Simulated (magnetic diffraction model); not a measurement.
**Magnetic neutron pattern of MnPb₂**

Space group P4/mmm (no. 123), a = 3.3980 Å, c = 6.2660 Å.

```csv
site,atom,x,y,z
2h,Pb,1/2,1/2,0.7226
1a,Mn,0,0,0
```

The compound is invented for this exercise: a known structure type with other elements, its cell scaled to their sizes and not relaxed.

Only Mn is taken to order (form factors of Mn2+); orders and moment sizes are assumed, and not adapted to the symmetry. Radiation: neutrons of λ = 2.41 Å, 3° to 100°; isotropic B of 0.5 Å² (Pb) and 0.77 Å² (Mn). Simulated constant-wavelength pattern: nuclear and magnetic terms add, the magnetic one as |2.695 fm × Σ f S⊥ exp(2πi Q·r) exp(−B s²)|², summed over all Q at one angle with the factor 1/(sin²θ cos θ). For a modulated order the moment at position r is S exp(−2πi k·r) + c.c., with S = m/2 for a sine wave of amplitude m and S = m(u + iv)/2 for moments turning in a plane, u and v being orthogonal unit vectors in it; the phase factor of the sum at Q = H + k is then exp(2πi H·r). Free-ion form factors, Sears's scattering lengths of 1992, no absorption; a label names one of the reflections at its angle. The strongest nuclear line in the range is 100, and lines under 0.2 are left out.

Assume the order k = (0 1/6 0), moments turning in the plane of [010] and [100], 2.96 μB on Mn.

Predict the pattern, nuclear and magnetic parts apart.

```tsv
2θ (°)	index	nuclear	magnetic
6.78	(0 1/6 0)	0.0	53.2
22.18	(0 0 1)	15.7	0.0
23.21	(0 1/6 1)	0.0	15.4
34.38	(0 5/6 0)	0.0	1.6
41.29	(0 5/6 1)	0.0	2.6
41.54	(1 0 0)	100.0	0.0
42.14	(1 1/6 0)	0.0	1.9
45.24	(0 0 2)	38.8	0.0
45.80	(0 1/6 2)	0.0	2.9
48.12	(1 1/6 1)	0.0	3.2
48.88	(0 7/6 0)	0.0	0.6
54.29	(0 7/6 1)	0.0	1.1
54.98	(1 5/6 0)	0.0	0.9
58.03	(0 5/6 2)	0.0	1.2
60.01	(1 5/6 1)	0.0	1.5
60.20	(1 1 0)	23.9	0.0
63.09	(1 0 2)	38.1	0.0
63.53	(1 1/6 2)	0.0	1.7
64.97	(1 1 1)	8.8	0.0
66.04	(1 7/6 0)	0.0	0.5
68.79	(0 7/6 2)	0.0	0.6
70.47	(0 0 3)	1.3	0.0
70.60	(1 7/6 1)	0.0	0.9
70.89	(0 1/6 3)	0.0	0.8
73.86	(1 5/6 2)	0.0	0.9
78.40	(1 1 2)	65.2	0.0
80.81	(0 5/6 3)	0.0	0.4
83.67	(1 7/6 2)	0.0	0.6
85.25	(1 0 3)	21.7	0.0
85.37	(0 11/6 1)	0.0	0.2
85.65	(1 1/6 3)	0.0	0.7
90.35	(2 0 0)	14.1	0.0
90.46	(0 7/6 3)	0.0	0.3
94.59	(2 0 1)	5.5	0.0
94.99	(2 1/6 1)	0.0	0.3
95.27	(1 5/6 3)	0.0	0.5
99.71	(1 1 3)	3.6	0.0
99.84	(1 11/6 1)	0.0	0.3
```

The strongest magnetic line in the range is (0 1/6 0) at 6.78° (53.2). On top of the Lorentz factor, which all lines share, magnetic lines fade with angle because f falls: for Mn2+ it is 0.90, 0.66, 0.41 and 0.12 at sin θ/λ = 0.1, 0.2, 0.3 and 0.5 Å⁻¹, while nuclear lengths stay constant. The order has no net moment.

[Logs are printed without paths, hosts, clocks, repeated set-up lines and the standing remarks that a program may print on its own settings, such as how far it seeks lower states.]
